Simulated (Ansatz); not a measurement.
# SrLiH3 (Pm-3m): following an unstable mode, part 2 of 2

Which phase does SrLiH3 (Pm-3m) fall into along its unstable mode, and how much energy does it gain?

Ansatz 0.2.0; DFT PBEsol, scalar-relativistic, plane waves, PAW.

So far. Step 5 (Energy along the mode, all amplitudes (two of the runs …): The lowest of the steps tried is the last one, at 0.6 Å, 102 meV/atom below the parent; the bottom of the well need not coincide with a step. Step 7 (The new phase in its own primitive cell): The largest force component left is 0.094 meV/Å and the pressure is 0.001 GPa, within the tolerances set. The cell now holds 15.94 Å³/atom. The relaxed cell has a = 5.705, c = 16.969 Å (conventional setting).

## (8) Modes of the new phase

A relaxed structure may still be a saddle point, so its zone-centre modes are computed. The response to a homogeneous field gives the Born charges and the dielectric tensor.

input.yaml

```yaml
crystal:
  lattice:
    - [2.8525825712, 1.6469393154, 5.6564714745]
    - [-2.8525825712, 1.6469393154, 5.6564714745]
    - [0.0, -3.2938786307, 5.6564714745]
  atoms:
    - { symbol: Li, position: [0.75, 0.75, 0.75] }
    - { symbol: Li, position: [0.25, 0.25, 0.25] }
    - { symbol: Sr, position: [0.5, 0.5, 0.5] }
    - { symbol: Sr, position: [0.0, 0.0, 0.0] }
    - { symbol: H, position: [0.25, 0.9363188023, 0.5636811977] }
    - { symbol: H, position: [0.75, 0.0636811977, 0.4363188023] }
    - { symbol: H, position: [0.0636811977, 0.4363188023, 0.75] }
    - { symbol: H, position: [0.9363188023, 0.5636811977, 0.25] }
    - { symbol: H, position: [0.4363188023, 0.75, 0.0636811977] }
    - { symbol: H, position: [0.5636811977, 0.25, 0.9363188023] }
kpoints:
  mp_grid: { grid: [6, 6, 6] }
hamiltonian:
  xc: pbesol
scf:
  occupations: { method: fixed }
output:
  eigenvalues: true
phonons:
  method: dfpt
  dielectric: true
  rigid_motions: translations
```

On the command line:

```console
ansatz run input.yaml --threads 4 --pin off --max-ram 7168MiB --backend cpu --events-out ev --progress --plain --runs-dir out
```

The job ended after 1.9 min (4 threads of AMD EPYC 9R45, shared host; peak memory 1.9 GiB).

Numbers from this step:

```yaml
sum_rule_residual_before_enforcement: 1.37e-4 eV/Å²
miss_of_the_charge_sum_rule: 0.003065 e
estimated_error_of_the_dielectric_tensor: 0.008722
estimated_error_of_the_born_charges: 0.01137 e
point_group: -3m
highest_optical_mode_at_the_zone_centre_no_lo_to_term: 1058 cm⁻¹
lowest_optical_zone_centre_mode: -267.7 cm⁻¹
mean_high_frequency_dielectric_constant: 3.409
largest_born_charge_third_of_the_trace: 2.062 e
top_of_the_zone_centre_spectrum_with_the_field: 1142 cm⁻¹
```

Without the LO-TO term. Patterns of degenerate modes are one choice out of their space. The modes at Γ (shares of kinetic energy by element, %) (negative means imaginary):

```
mode  frequency (cm⁻¹)  symmetry  Li %  Sr %  H %
   1            -267.7       A2u    14     0   86
   2            -235.1        Eu     1     3   96
   3            -235.1        Eu     1     3   96
   4             -78.0       A2g    94     0    6
   5               0.0  acoustic     7    90    3
   6               0.0  acoustic     7    90    3
   7               0.0  acoustic     7    90    3
   8             121.4        Eu     0    98    2
   9             121.4        Eu     0    98    2
  10             134.5       A1u     0   100    0
  11             193.4       A2u    79     9   12
  12             240.5        Eg    69     0   31
  13             240.5        Eg    69     0   31
  14             303.9        Eu    81     8   10
  15             303.9        Eu    81     8   10
  16             502.3        Eg    23     0   77
  17             502.3        Eg    23     0   77
  18             595.0       A2g     6     0   94
  19             887.8       A2u     0     1   99
  20             904.0        Eu     5     1   94
  21             904.0        Eu     5     1   94
  22             959.4        Eg     2     0   98
  23             959.4        Eg     2     0   98
  24            1010.9       A1g     0     0  100
  25            1014.1        Eu     5     0   94
  26            1014.1        Eu     5     0   94
  27            1022.4       A1u     0     0  100
  28            1030.4        Eg     6     0   94
  29            1030.4        Eg     6     0   94
  30            1057.6       A2g     0     0  100
```

Displacements in mode 1 (-267.7 cm⁻¹), the largest set to 1:
```
Li1  0.00  0.00 -0.35
Li2  0.00  0.00 -0.35
Sr3  0.00  0.00 -0.01
Sr4  0.00  0.00 -0.01
H5   0.73  0.42  1.00
H6   0.73  0.42  1.00
H7   0.00 -0.84  1.00
H8   0.00 -0.84  1.00
H9  -0.73  0.42  1.00
H10 -0.73  0.42  1.00
```

Displacements in mode 22 (959.4 cm⁻¹), the largest set to 1:
```
Li1  0.00  0.08  0.00
Li2  0.00 -0.08  0.00
Sr3  0.00  0.00  0.00
Sr4  0.00  0.00  0.00
H5   0.31  0.51 -0.47
H6  -0.31 -0.51  0.47
H7  -0.01 -1.00 -0.91
H8   0.01  1.00  0.91
H9   0.26 -0.50  0.43
H10 -0.26  0.50 -0.43
```

Optical modes at the zone centre, without and with the macroscopic field of the longitudinal modes; each column is sorted by frequency, so a row need not hold one and the same mode. Modes with and without the field, by row:

```
rank among optical modes  no field (cm⁻¹)  q along (1, 0, 0) (cm⁻¹)  q along (0, 0, 1) (cm⁻¹)
                       1           -267.7                    -267.7                    -235.1
                       2           -235.1                    -235.1                    -235.1
                       3           -235.1                       -78                       -78
                       4              -78                      79.5                     121.4
                       5            121.4                     121.4                     121.4
                       6            121.4                     134.5                     134.5
                       7            134.5                     159.2                     178.5
                       8            193.4                     193.4                     240.5
                       9            240.5                     240.5                     240.5
                      10            240.5                     240.5                     303.9
                      11            303.9                     303.9                     303.9
                      12            303.9                     307.2                     377.3
                      13            502.3                     502.3                     502.3
                      14            502.3                     502.3                     502.3
                      15              595                       595                       595
                      16            887.8                     887.8                       904
                      17              904                       904                       904
                      18              904                     959.4                     959.4
                      19            959.4                     959.4                     959.4
                      20            959.4                     994.3                      1011
                      21             1011                      1011                      1014
                      22             1014                      1014                      1014
                      23             1014                      1022                      1022
                      24             1022                      1030                      1030
                      25             1030                      1030                      1030
                      26             1030                      1058                      1051
                      27             1058                      1142                      1058
```

Born charge (rows field, columns displacement) (e), principal values of the symmetric part by kind of site:

```csv
atom,atoms with these values,low,middle,high,mean
Li1,2,0.77,0.77,0.90,0.81
Sr3,2,2.03,2.08,2.08,2.06
H5,6,-1.04,-0.92,-0.91,-0.96
```

In full for Sr3:

```
 2.08 -0.04  0.00
 0.04  2.08  0.00
 0.00  0.00  2.03
```

High-frequency dielectric tensor:

```
3.34 0.00 0.00
0.00 3.34 0.00
0.00 0.00 3.55
```

Transverse modes; imaginary modes are left out. Lines of the infrared spectrum (strongest = 100):

| position (cm⁻¹) | label | relative intensity |
| --- | --- | --- |
| 121 | Eu | 0.6 |
| 134 | A1u | 0.0 |
| 194 | A2u | 1.1 |
| 240 | Eg | 0.0 |
| 304 | Eu | 0.5 |
| 502 | Eg | 0.0 |
| 595 | A2g | 0.0 |
| 888 | A2u | 35 |
| 904 | Eu | 100 |
| 959 | Eg | 0.0 |
| 1011 | A1g | 0.0 |
| 1014 | Eu | 13 |
| 1022 | A1u | 0.0 |
| 1030 | Eg | 0.0 |
| 1058 | A2g | 0.0 |

Before it was imposed, the acoustic sum rule was missed by 1.4e-4 eV/Å² and the charge sum rule by 0.0031 e. Small misses are needed for a sound result but don't prove that mesh and cutoff are converged. The lowest optical mode is imaginary, 267.7i cm⁻¹, so the energy falls along it.

## (9) Results

```json
{"unstable mode of the parent": "q = (-0.5, -0.5, -0.5), 560i cm⁻¹", "depth at the lowest point sampled": "102 meV/atom", "largest atomic shift at that point": "0.6 Å", "space group reached (within 0.01 Å)": "R-3c", "energy gained over the parent (first relaxation, on the mesh of the frozen mode)": "312 meV/atom", "volume per atom, phase reached": "15.9 Å³", "gap on the k-mesh, phase reached": "1.98 eV", "lowest optical zone-centre mode, phase reached": "-268 cm⁻¹", "highest optical mode at the zone centre (no LO-TO term), phase reached": "1058 cm⁻¹"}
```

**Reading.** Along this mode the structure falls into R-3c, 312 meV/atom below the parent. At the parent's cell the well is 102.5 meV/atom deep on the steps tried, with its lowest point at a shift of 0.6 Å. That is the last step tried, so the steps alone don't bracket the bottom of the well. Relaxing atoms and cell changes the gain by +209.33 meV/atom against the lowest step (energies at zero smearing). Most of the total comes from this relaxation. The new phase still has an imaginary mode at the zone centre of its cell, so it is a saddle point on the way to a lower structure. Of the 4 patterns followed to their end from this parent, this one reaches the lowest energy. Each path keeps the symmetry of its pattern, so a lower phase may lie along a pattern not tried.

[Logs are printed without paths, hosts, clocks, repeated set-up lines and the standing remarks that a program may print on its own settings, such as how far it seeks lower states.]

[Hosts, paths, dates, database ids (printed as entryN), source tags and the programs' standing remarks are cut or masked in the printed files.]
